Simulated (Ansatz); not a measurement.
# Na3MoO4Cl (P4/nmm): band gap by G0W0 on PBE, part 2 of 2

How far does one-shot GW move the PBE gap of Na3MoO4Cl (P4/nmm)?

Ansatz 0.2.0; PBE, then G0W0 on it, plane waves, PAW. Known limits of the many-body steps: finite bands, screening cutoff and k mesh; no spin-orbit coupling in G0W0; screening cutoff under 40 eV in some runs.

So far. Step 3 (Bands along the symmetry lines): Over mesh and path the gap is 4.314 eV, from k = (0.500, 0.500, 0.500) to k = Γ. The least direct gap found is 4.337 eV, at k = Γ.

In doubt: masses and optical values from hybrid runs of this build are listed as unsure (in some of the runs), which bears on the screening that GW takes from such a start.

### Step 4. One-shot GW

G0W0 replaces the xc potential by a self-energy built once from the orbitals of the start. Levels are corrected in the window of bands that the input names, at points of the mesh.

This step: G0W0 on PBE, plane waves, PAW; PAW set soft_1.

input.yaml

```yaml
crystal:
  lattice:
    - [7.4942, 0.0, 0.0]
    - [0.0, 7.4942, 0.0]
    - [0.0, 0.0, 5.3409]
  atoms:
    - { symbol: Na, position: [0.75, 0.75, 0.0] }
    - { symbol: Na, position: [0.75, 0.25, 0.0] }
    - { symbol: Na, position: [0.25, 0.25, 0.0] }
    - { symbol: Na, position: [0.25, 0.75, 0.0] }
    - { symbol: Na, position: [0.5, 0.0, 0.6389095619] }
    - { symbol: Na, position: [0.0, 0.5, 0.3610904381] }
    - { symbol: Mo, position: [0.0, 0.0, 0.5] }
    - { symbol: Mo, position: [0.5, 0.5, 0.5] }
    - { symbol: Cl, position: [0.5, 0.0, 0.155433647] }
    - { symbol: Cl, position: [0.0, 0.5, 0.844566353] }
    - { symbol: O, position: [0.810272275, 0.0, 0.7004856242] }
    - { symbol: O, position: [0.5, 0.310272275, 0.7004856242] }
    - { symbol: O, position: [0.189727725, 0.0, 0.7004856242] }
    - { symbol: O, position: [0.5, 0.689727725, 0.7004856242] }
    - { symbol: O, position: [0.310272275, 0.5, 0.2995143758] }
    - { symbol: O, position: [0.0, 0.189727725, 0.2995143758] }
    - { symbol: O, position: [0.689727725, 0.5, 0.2995143758] }
    - { symbol: O, position: [0.0, 0.810272275, 0.2995143758] }
kpoints:
  mp_grid: { grid: [2, 2, 4] }
hamiltonian:
  xc: pbe
  pseudopotentials: { kind: paw, azcp: { folder: soft_1 } }
scf:
  occupations: { method: fixed }
gw:
  n_empty_bands: 1009
  ecut_chi: 130.0
  qp_bands: [v4, c4]
  qp_kpoints: band_edges
  screening: { model: contour_deformation }
```

Run with:

```console
$ ansatz run input.yaml --threads 2 --pin off --max-ram 92160MiB --backend cuda --events-out ev --progress --plain --runs-dir out --devices 1 --max-vram 13GiB
```

Numbers of over 12 decimals in the logs are rounded to 6 here.

What it wrote:

```text
GPUs: using 1 of 1 available (devices: 1).
[...]
GPU FFT provider: cuFFT
GPU libraries: cuBLAS 13.8.2, cuFFT 12.4.0, cuSOLVER 12.3.4
Crystal: 18 atoms, lattice volume = 299.961 Å³
Basis set: ecut = 420 eV, 5889 PW (Γ)
Bands: 90, of which v1, the nominal top of the filled ones, is band 72 counted from 1 (71 counted from 0)
Symmetry: 16 space group operations
[...]
k-points: 9 of 16
[...]
GPU buffer pool allocated for 104976 grid points (all kernels)
[...]
SCF iter   1: F=—  HF=-25559.554754 eV  |F-HF|=—  |Δ(HF+E_count)|=         —  Δρ=1.02e-1  dr2=4.77e1  ethr=3.10e-3  ⟨swp⟩=5.0  Hψ=2464  notcnv=0  defer=123
[...]
SCF iter  10: F=-25546.003183 eV  HF=-25546.003183 eV  |F-HF|=1.67e-8  |Δ(HF+E_count)|=   2.27e-7  Δρ=2.37e-6  dr2=2.65e-8  ethr=6.94e-11  ⟨swp⟩=11.6  Hψ=3308  notcnv=0
SCF 1 converged in 10 iterations: F = -25546.003183 eV  dr2 = 2.65e-8
[...]
the band table was solved once the SCF had ended and its energy, with any forces and stress, was formed, with the checks that follow a solve (3039 applications of the Hamiltonian). They found nothing against the state; the energy, forces and stress were not computed again (output.eigenvalues in the input reference)
[...]
G₀W₀ screening: q 1/9
[... further progress lines ...]
SCF converged after 10 iterations
Free energy (F): -25546.003183 eV
[...]
Internal energy: -25546.003183 eV  (E = F + TS)
E sigma→0 (E₀):  -25546.003183 eV
Fermi energy:    2.404055 eV
[...]
--- Band table (eV; the first three rows and the last of 9) ---
  k-point 0: bands = [... 68 lower, 2.1110, 2.2570, 2.2570, 2.3808, 6.7178, 6.7808, 7.0833, 7.2312, ... 14 higher]
  k-point 1: bands = [... 68 lower, 2.2293, 2.3278, 2.3278, 2.3707, 6.8097, 7.0058, 7.2361, 7.2440, ... 14 higher]
  k-point 2: bands = [... 68 lower, 2.3239, 2.3605, 2.4012, 2.4012, 6.9022, 7.1384, 7.2568, 7.3678, ... 14 higher]
  k-point 8: bands = [... 68 lower, 2.1884, 2.1884, 2.4041, 2.4041, 7.0366, 7.0366, 7.3338, 7.3338, ... 14 higher]
--- G₀W₀: contour deformation, 6 samples at zero and on the imaginary axis and 0 off it, 16 q-points, 1009 empty bands' worth ---
  eigenvalues of the whole cell's RPA ε∞ on this k-mesh (on a slab, of 1 + 4πα/V) = 2.5179, 2.5179, 2.5295; static W/v taken at q = 0 is 0.396807
  bands read: the sum over 1081 bands ends inside a degenerate multiplet in 6 slots, whose members it reads at an even weight; the widest, k=3: bands 1081 to 1082 (counted from 1) at 1/2 each
  gw.qp_kpoints: band_edges: 9 of 9 stored k-points solved, in 1 pass; an edge of the gap read off the rows below is read off those points alone
    ik  band        ε_KS         Σx   Σc(E_QP)       V_xc       Z   E_QP_lin       E_QP  E_QP is
     0    69      2.1110   -24.8344     4.1685   -19.4937  0.7466     0.9165     0.9389  root
     0    70      2.2570   -24.8274     4.0447   -19.6013  0.7499     1.0538     1.0756  root
     0    71      2.2570   -24.8274     4.0447   -19.6013  0.7499     1.0538     1.0756  root
     0    72      2.3808   -25.2231     4.0476   -20.0718  0.7476     1.2589     1.2773  root
     0    73      6.7178   -15.2573    -3.8725   -20.9374  0.7932     8.5587     8.5254  root
     0    74      6.7808   -13.1948    -3.7010   -18.4938  0.8066     8.4028     8.3788  root
     0    75      7.0833   -15.1755    -3.8380   -20.8133  0.7926     8.9171     8.8831  root
     0    76      7.2312   -16.7546    -3.8183   -22.5232  0.7794     9.2250     9.1815  root
     1    69      2.2293   -24.4740     3.9031   -19.3252  0.7545     0.9597     0.9836  root
     1    70      2.3278   -25.1196     4.1053   -19.8733  0.7480     1.1666     1.1868  root
     1    71      2.3278   -25.1196     4.1053   -19.8733  0.7480     1.1666     1.1868  root
     1    72      2.3707   -25.2251     4.0513   -20.0668  0.7477     1.2452     1.2638  root
     1    73      6.8097   -15.5983    -3.8766   -21.3129  0.7902     8.6830     8.6477  root
     1    74      7.0058   -15.4136    -3.7964   -21.0302  0.7921     8.8600     8.8260  root
     1    75      7.2361   -16.0637    -3.8272   -21.7790  0.7859     9.1631     9.1241  root
     1    76      7.2440   -16.7771    -3.8238   -22.5553  0.7790     9.2424     9.1984  root
     2    69      2.3239   -24.3216     3.7593   -19.2810  0.7588     1.0181     1.0425  root
     2    70      2.3605   -25.2276     4.0549   -20.0625  0.7478     1.2316     1.2503  root
     2    71      2.4012   -25.2311     4.0913   -20.0075  0.7483     1.2494     1.2690  root
     2    72      2.4012   -25.2311     4.0913   -20.0075  0.7483     1.2494     1.2690  root
     2    73      6.9022   -15.9472    -3.8862   -21.7038  0.7872     8.8102     8.7726  root
     2    74      7.1384   -16.1020    -3.8133   -21.7993  0.7873     9.0601     9.0224  root
     2    75      7.2568   -16.7995    -3.8293   -22.5874  0.7786     9.2597     9.2154  root
     2    76      7.3678   -16.7655    -3.8111   -22.5356  0.7804     9.3702     9.3267  root
     3    69      2.2586   -24.4251     3.8479   -19.3116  0.7565     0.9686     0.9930  root
     3    70      2.2586   -24.4251     3.8479   -19.3116  0.7565     0.9686     0.9930  root
     3    71      2.3040   -25.0989     4.0755   -19.8946  0.7480     1.1557     1.1754  root
     3    72      2.3040   -25.0989     4.0755   -19.8946  0.7480     1.1557     1.1754  root
     3    73      6.9601   -15.9094    -3.8367   -21.6133  0.7873     8.8645     8.8272  root
     3    74      6.9601   -15.9094    -3.8367   -21.6133  0.7873     8.8645     8.8272  root
     3    75      6.9961   -14.9658    -3.8177   -20.5570  0.7948     8.8018     8.7696  root
     3    76      6.9961   -14.9658    -3.8177   -20.5570  0.7948     8.8018     8.7696  root
     4    69      2.2594   -24.8876     4.0483   -19.6612  0.7500     1.0598     1.0814  root
     4    70      2.2594   -24.8876     4.0483   -19.6612  0.7500     1.0598     1.0814  root
     4    71      2.3387   -25.0930     4.0693   -19.8870  0.7485     1.1822     1.2021  root
     4    72      2.3387   -25.0930     4.0693   -19.8870  0.7485     1.1822     1.2021  root
     4    73      7.0117   -16.0930    -3.8458   -21.8241  0.7856     8.9356     8.8970  root
     4    74      7.0117   -16.0930    -3.8458   -21.8241  0.7856     8.9356     8.8970  root
     4    75      7.1491   -15.9014    -3.8229   -21.5929  0.7880     9.0550     9.0177  root
     4    76      7.1491   -15.9014    -3.8229   -21.5929  0.7880     9.0550     9.0177  root
[...]
7    73      7.0060   -16.0851    -3.8555   -21.8228  0.7858     8.9267     8.8883  root
     7    74      7.0060   -16.0851    -3.8555   -21.8228  0.7858     8.9267     8.8883  root
     7    75      7.1930   -16.0495    -3.8217   -21.7518  0.7867     9.1119     9.0736  root
     7    76      7.1930   -16.0495    -3.8217   -21.7518  0.7867     9.1119     9.0736  root
     8    69      2.1884   -24.5916     3.9274   -19.4508  0.7526     0.9523     0.9750  root
     8    70      2.1884   -24.5916     3.9274   -19.4508  0.7526     0.9523     0.9750  root
     8    71      2.4041   -25.3248     4.1232   -20.0928  0.7470     1.2765     1.2953  root
     8    72      2.4041   -25.3248     4.1232   -20.0928  0.7470     1.2765     1.2953  root
     8    73      7.0366   -16.1502    -3.8651   -21.9057  0.7851     8.9662     8.9270  root
     8    74      7.0366   -16.1502    -3.8651   -21.9057  0.7851     8.9662     8.9270  root
     8    75      7.3338   -16.7485    -3.8024   -22.5021  0.7810     9.3278     9.2850  root
     8    76      7.3338   -16.7485    -3.8024   -22.5021  0.7810     9.3278     9.2850  root
```

Elapsed: 54 s, on 1 × NVIDIA H100 80GB HBM3 (shared by 6 runs) with 2 threads of AMD EPYC 7R13 (Zen 3), shared host; peak memory 3.2 GiB.

This step gave:

```yaml
bands_summed: 1081
rpa_eps_infinity_on_this_mesh_eigenvalues: 2.518, 2.518, 2.529
plane_waves_in_the_screening_matrix: 1001
q_points_in_the_mesh: 16
g0w0_gap_over_the_corrected_points: 7.084 eV
k_of_the_valence_top: -0.5, -0.5, -0.5
k_of_the_conduction_bottom: 0, 0, 0
starting_gap_on_the_mesh: 4.314 eV
z_at_the_valence_top: 0.7470
z_at_the_conduction_bottom: 0.8066
least_direct_g0w0_gap_over_the_corrected_points: 7.102 eV
```

Over all 9 irreducible mesh points the G0W0 gap is 7.084 eV, from k = (-0.500, -0.500, -0.500) to k = Γ. The PBE gap of this run on the mesh is 4.314 eV. Other states bound it: the two that bound the G0W0 gap lie 4.377 eV apart in PBE, so state for state the correction is 7.084 − 4.377 = +2.707 eV, while gap against gap it is 7.084 − 4.314 = +2.770 eV. The start of this run differs from the step before in mesh (4×4×4 and 2×2×4).

Labels follow the order of the start: v1 is the top filled band, c1 the lowest empty one; levels that stay degenerate share a row, the window can cut a multiplet, doubted levels are not marked in this list, bands outside the window were not corrected, and the list may be a part of the corrected levels. The levels before and after the correction (eV, zero at the valence-band top of each column):

```csv
,conduction bottom,valence top
Kohn-Sham,4.31,0.00
G0W0,7.08,0.00
```

```csv
,level,occupation,energy (eV)
Kohn-Sham,Γ v3-v2,2,-0.147
Kohn-Sham,Γ v1,2,-0.023
Kohn-Sham,Γ c1,0,4.314
Kohn-Sham,Γ c2,0,4.377
Kohn-Sham,Γ c3,0,4.679
Kohn-Sham,(-0.5 -0.5 -0.5) v3,2,-0.216
Kohn-Sham,(-0.5 -0.5 -0.5) v2-v1,2,0.000
Kohn-Sham,(-0.5 -0.5 -0.5) c1-c2,0,4.633
Kohn-Sham,(-0.5 -0.5 -0.5) c3,0,4.930
G0W0,Γ v3-v2,2,-0.220
G0W0,Γ v1,2,-0.018
G0W0,Γ c1,0,7.230
G0W0,Γ c2,0,7.084
G0W0,Γ c3,0,7.588
G0W0,(-0.5 -0.5 -0.5) v3,2,-0.320
G0W0,(-0.5 -0.5 -0.5) v2-v1,2,0.000
G0W0,(-0.5 -0.5 -0.5) c1-c2,0,7.632
G0W0,(-0.5 -0.5 -0.5) c3,0,7.990
```

The parts of the quasiparticle energy for the two states that bound the G0W0 gap, in eV on the run's own scale (QP = start + Σx + Σc − Vxc, with Σc at the quasiparticle energy):

```csv
edge,k,band,start,Σx,Σc,Vxc,Z,QP
valence top,"(-0.500, -0.500, -0.500)",71,2.404,−25.325,4.123,−20.093,0.747,1.295
conduction bottom,Γ,74,6.781,−13.195,−3.701,−18.494,0.807,8.379
```

### Step 5. Spin-orbit coupling in PBE

This run has two-component orbitals with spin-orbit coupling.

This step: DFT, PBE with spin-orbit coupling, plane waves, PAW; PAW set soft_1.

input.yaml: that of step 4 with these lines changed.

```diff
@@ -25,13 +25,28 @@
 kpoints:
-  mp_grid: { grid: [2, 2, 4] }
+  mp_grid: { grid: [4, 4, 4] }
+  band_path:
+    path:
+      - [0.0, 0.0, 0.0]
+      - [0.0, 0.5, 0.0]
+      - [0.5, 0.5, 0.0]
+      - [0.0, 0.0, 0.5]
+      - [0.0, 0.5, 0.5]
+      - [0.5, 0.5, 0.5]
+    npoints: 1
 hamiltonian:
   xc: pbe
-  pseudopotentials: { kind: paw, azcp: { folder: soft_1 } }
+  pseudopotentials: { kind: paw_fr, azcp: { folder: soft_1 } }
 scf:
   occupations: { method: fixed }
-gw:
-  n_empty_bands: 1009
-  ecut_chi: 130.0
-  qp_bands: [v4, c4]
-  qp_kpoints: band_edges
-  screening: { model: contour_deformation }
+  n_extra_bands: 20
+magnetization:
+  noncollinear: true
+  spin_orbit: true
+output:
+  eigenvalues: true
+  forces: true
+  stress: true
+  write_density: true
+  write_potential: true
+  elf: true
+  volumetric_format: npy
```

What it wrote:

```text
[...]
GPUs: using 1 of 1 available (devices: 1).
[...]
non-collinear run that drives no moment, with spin-orbit: no starting moment large enough to seed its density (crystal.atoms[].spin), no starting occupations that ask for one, no magnetisation constraint and no magnetic field, so the semilocal B_xc is pinned to zero
[...]
GPU FFT provider: cuFFT
GPU libraries: cuBLAS 13.8.2, cuFFT 12.4.0, cuSOLVER 12.3.4
Crystal: 18 atoms, lattice volume = 299.961 Å³
Basis set: ecut = 420 eV, 5889 PW (Γ), exchange–correlation on 108×108×72 points (8 copies of the dense FFT grid, shifted against one another)
Bands: 164, of which v1, the nominal top of the filled ones, is band 144 counted from 1 (143 counted from 0)
Symmetry: 16 space group operations + 16 with time reversal
[...]
k-points: 18 of 64
Projection manifold: j_resolved (fully-relativistic pseudo-atomic orbitals)
[...]
GPU buffer pool allocated for 104976 grid points (all kernels)
[...]
SCF iter   1: F=—  HF=-25562.077281 eV  |F-HF|=—  |Δ(HF+E_count)|=         —  Δρ=1.02e-1  dr2=4.77e1  dr2_m=0.00e0 (ungated)  ethr=3.10e-3  |M|=0.00e0 ∫|m|=0.00e0 μB  |m|>n=0.0e0 m-floor=0.0e0 τ_xc=0.0e0  β_m=0.30  ⟨swp⟩=5.3  Hψ=5558  notcnv=0  defer=256
[...]
spin=Noncollinear: Resta preconditioning applied to the charge; magnetization (m_x, m_y, m_z) channels mix plain (no charge-response kernel on spin).
[...]
site 16: m = (+0.0000, +0.0000, +0.0000) μB, |m| = 0.0000 μB  (R = 0.73 Å)
  site 17: m = (+0.0000, +0.0000, +0.0000) μB, |m| = 0.0000 μB  (R = 0.73 Å)
Free energy (F): -25548.509286 eV
[...]
Internal energy: -25548.509286 eV  (E = F + TS)
E sigma→0 (E₀):  -25548.509286 eV
Fermi energy:    2.408277 eV
[...]
--- Forces (eV/Å), atoms counted from 1 ---
  atom   1  Na    -0.00000000    -0.00000000     0.00000000
  atom   2  Na     0.00000000    -0.00000000     0.00000000
  atom   3  Na    -0.00000000    -0.00000000    -0.00000000
  atom   4  Na    -0.00000000    -0.00000000    -0.00000000
  atom   5  Na    -0.00000000     0.00000000    -0.00063851
  atom   6  Na     0.00000000     0.00000000     0.00063851
  atom   7  Mo     0.00000000     0.00000000    -0.00000000
  atom   8  Mo    -0.00000000     0.00000000     0.00000000
[...]
atom  15  O      0.00084199     0.00000000     0.00081229
  atom  16  O     -0.00000000    -0.00084199     0.00081229
  atom  17  O     -0.00084199     0.00000000     0.00081229
  atom  18  O     -0.00000000     0.00084199     0.00081229
  max |Σ_I F_I| component: 3.47e-18 eV/Å
--- Stress (GPa, compression-positive) ---
        1.389659       0.000000       0.000000
        0.000000       1.389659       0.000000
        0.000000       0.000000       1.234307
  P = ⅓ Tr σ = 1.3379 GPa (13.379 kbar)
--- Band table (eV; the first three rows and the last of 18) ---
  k-point 0: bands = [... 140 lower, 2.2664, 2.2664, 2.3811, 2.3811, 6.7170, 6.7170, 6.7801, 6.7801, ... 16 higher]
  k-point 1: bands = [... 140 lower, 2.3354, 2.3354, 2.3717, 2.3717, 6.8088, 6.8088, 7.0046, 7.0046, ... 16 higher]
  k-point 2: bands = [... 140 lower, 2.3957, 2.3957, 2.4083, 2.4083, 6.9011, 6.9011, 7.1369, 7.1369, ... 16 higher]
  k-point 17: bands = [... 140 lower, 2.4042, 2.4042, 2.4042, 2.4042, 7.0351, 7.0351, 7.0351, 7.0351, ... 16 higher]
[key lines of the parts left out:]
SCF converged after 10 iterations
Magnetization: |M| = 0.0000 μB,  M = (+0.0000, +0.0000, +0.0000) μB
```

Wall time 11 s (1 × NVIDIA H100 80GB HBM3 (shared by 6 runs) with 2 threads); peak memory 1.8 GiB; 17 s of CPU time.

This step gave:

```yaml
pressure: 1.338 GPa
gap: 4.309 eV
valence_top_at: Z
conduction_bottom_at: Γ
least_direct_gap: 4.336 eV
```

Over mesh and listed points the gap is 4.309 eV, from k = (0.000, 0.000, 0.500) to k = Γ. The least direct gap found is 4.336 eV, at k = Γ. PBE+SOC against PBE: 4.309 − 4.314 = −0.005 eV. Mesh, set of files and cutoff are the same, but the valence top lies at another k point, so this need not be the shift of one pair of states. The spin-orbit run sees mesh and listed points alone, so its gap is an upper bound: the coupling can move an edge off these points, and the change over the zone, its sign included where it is small, is not known.

### Step 6. The runs together

Each gap is the least one over the points named; times are wall times on shared hosts, not benchmarks. A G0W0 time includes the run's own self-consistent start. Runs with listed points see these and the mesh alone, so an edge that moves elsewhere is missed. Rows marked * are further runs, not shown as steps, whose inputs differ from the G0W0 step on the same start in the columns given; solver thresholds can differ too. Symmetry makes (0.500, 0.500, 0.500) and (-0.500, -0.500, -0.500) one point.

```csv
level,mesh,"files, cutoff","bands summed, screening",points,gap (eV),valence top,conduction bottom,least direct gap (eV),time
PBE,4×4×4,"soft_1 PAW, 420 eV",-,mesh and path,4.314,"(0.500, 0.500, 0.500)",Γ,4.337,9.8 s
PBE+SOC,4×4×4,"soft_1 PAW, 420 eV",-,mesh and listed points,4.309,"(0.000, 0.000, 0.500)",Γ,4.336,11 s
G0W0@PBE*,2×2×4,"soft_1 PAW, 420 eV","237, 39 eV",all 9 irreducible mesh points,7.373,"(-0.500, -0.500, -0.500)",Γ,7.381,21 s
G0W0@PBE*,2×2×4,"soft_1 PAW, 420 eV","541, 78 eV",all 9 irreducible mesh points,7.099,"(-0.500, -0.500, -0.500)",Γ,7.117,41 s
G0W0@PBE,2×2×4,"soft_1 PAW, 420 eV","1081, 130 eV",all 9 irreducible mesh points,7.084,"(-0.500, -0.500, -0.500)",Γ,7.102,54 s
G0W0@PBE*,2×2×2,"soft_1 PAW, 420 eV","541, 78 eV",all 6 irreducible mesh points,7.106,"(-0.500, -0.500, -0.500)",Γ,7.123,20 s
G0W0@PBE*,2×2×4,"soft_1 PAW, 420 eV","1081, 130 eV, plasmon pole",all 9 irreducible mesh points,7.165,"(-0.500, -0.500, -0.500)",Γ,7.181,1.7 min
```

### Step 7. Summary of results

```
PBE gap over mesh and path                      : 4.314 eV, from k = (0.500, 0.500, 0.500) to k = Γ
G0W0@PBE gap over all 9 irreducible mesh points : 7.084 eV, from k = (-0.500, -0.500, -0.500) to k = Γ
PBE+SOC gap over mesh and listed points         : 4.309 eV
GW settings                                     : 2×2×4 mesh, 1009 empty bands, screening to 130 eV, PAW set soft_1 files
known limits                                    : finite bands, screening cutoff and k mesh; no spin-orbit coupling in G0W0; screening cutoff under 40 eV in some runs
```

In words: Over all 9 irreducible mesh points the G0W0 gap is 7.084 eV, from k = (-0.500, -0.500, -0.500) to k = Γ. The PBE gap of this run on the mesh is 4.314 eV. Other states bound it: the two that bound the G0W0 gap lie 4.377 eV apart in PBE, so state for state the correction is 7.084 − 4.377 = +2.707 eV, while gap against gap it is 7.084 − 4.314 = +2.770 eV. The valence state moves by 1.295 − 2.404 = −1.109 eV and the conduction state by 8.379 − 6.781 = +1.598 eV, on the run's own scale; with 237 bands the edge states move by −0.841 and +2.155 eV, so the split between the edges depends on the bands and cutoff. Both edges that PBE shows over mesh and path lie at k points where levels were corrected. Levels at other points were not corrected, so a lower G0W0 gap elsewhere in the zone is not ruled out. From 237 bands and 39 eV to 1081 bands and 130 eV the gap moves by 7.084 − 7.373 = −0.289 eV (rung by rung 7.373, 7.099, 7.084 eV); bands and screening cutoff rise together, so their parts are not told apart. A line in one over the bands through the two highest rungs gives 7.084 + (7.084 − 7.099) × 541 / (1081 − 541) = 7.069 eV, and through the pair below 7.099 + (7.099 − 7.373) × 237 / (541 − 237) = 6.885 eV. The two differ by 0.184 eV, not under the 0.030 eV asked, so the law does not hold well over these rungs and the limit is not known. With the 2×2×2 mesh in place of the 2×2×4 mesh and all else as in the G0W0@PBE row with 541 bands, the gap differs by 7.106 − 7.099 = +0.007 eV, and that of the start by 4.313 − 4.314 = −0.001 eV. With the plasmon pole model in place of the contour deformation model and all else as in the G0W0@PBE row with 1081 bands, the gap differs by 7.165 − 7.084 = +0.081 eV. G0W0 on other starts in this series, not shown as steps and not all at these settings: 7.321 eV on r2SCAN (2×2×4, soft_1 PAW, 1081 bands, 130 eV) and 7.635 eV on HSE06 (2×2×4, soft_1 PAW, 1081 bands, 130 eV). PBE+SOC against PBE: 4.309 − 4.314 = −0.005 eV. Mesh, set of files and cutoff are the same, but the valence top lies at another k point, so this need not be the shift of one pair of states. The spin-orbit run sees mesh and listed points alone, so its gap is an upper bound: the coupling can move an edge off these points, and the change over the zone, its sign included where it is small, is not known. What spin-orbit coupling does to the G0W0 levels was not computed, so no sum with the G0W0 gap is formed. The G0W0 runs are scalar-relativistic. G0W0@PBE runs of this series with other atomic data on the same mesh, not shown as steps, give 7.100 eV (hard PAW, 930 eV, 1568 bands, screening to 169 eV); where bands and cutoffs differ too, the part of the files is not isolated. A screening cutoff under 40 eV is crude: G0W0@PBE with 237 bands at 39 eV.

[Paths, hosts, dates, memory and timing lines, banners, echoed tables and standing remarks are left out of the program output.]

[Logs are printed without paths, hosts, clocks, repeated set-up lines and the standing remarks that a program may print on its own settings, such as how far it seeks lower states.]

[Runs of the session that timed out or met a known fault of the program may be left out.]

[Cells called generated may have been cut or substituted from an entry of the Crystallography Open Database or the Materials Project.]

[Hosts, paths, dates, database ids (printed as entryN), source tags and the programs' standing remarks are cut or masked in the printed files.]

[Where an RPA ε∞ is given, it is that of the G0W0 mesh and is not shown converged in it. Names of k-points follow the symmetry that the program found, which can be lower than the space group named. Band edges on a path are those of the sampled points; other points can move an edge, and change direct to indirect where valleys lie close.]

[Hybrid gaps are those of their k-mesh and are not shown converged in it.]
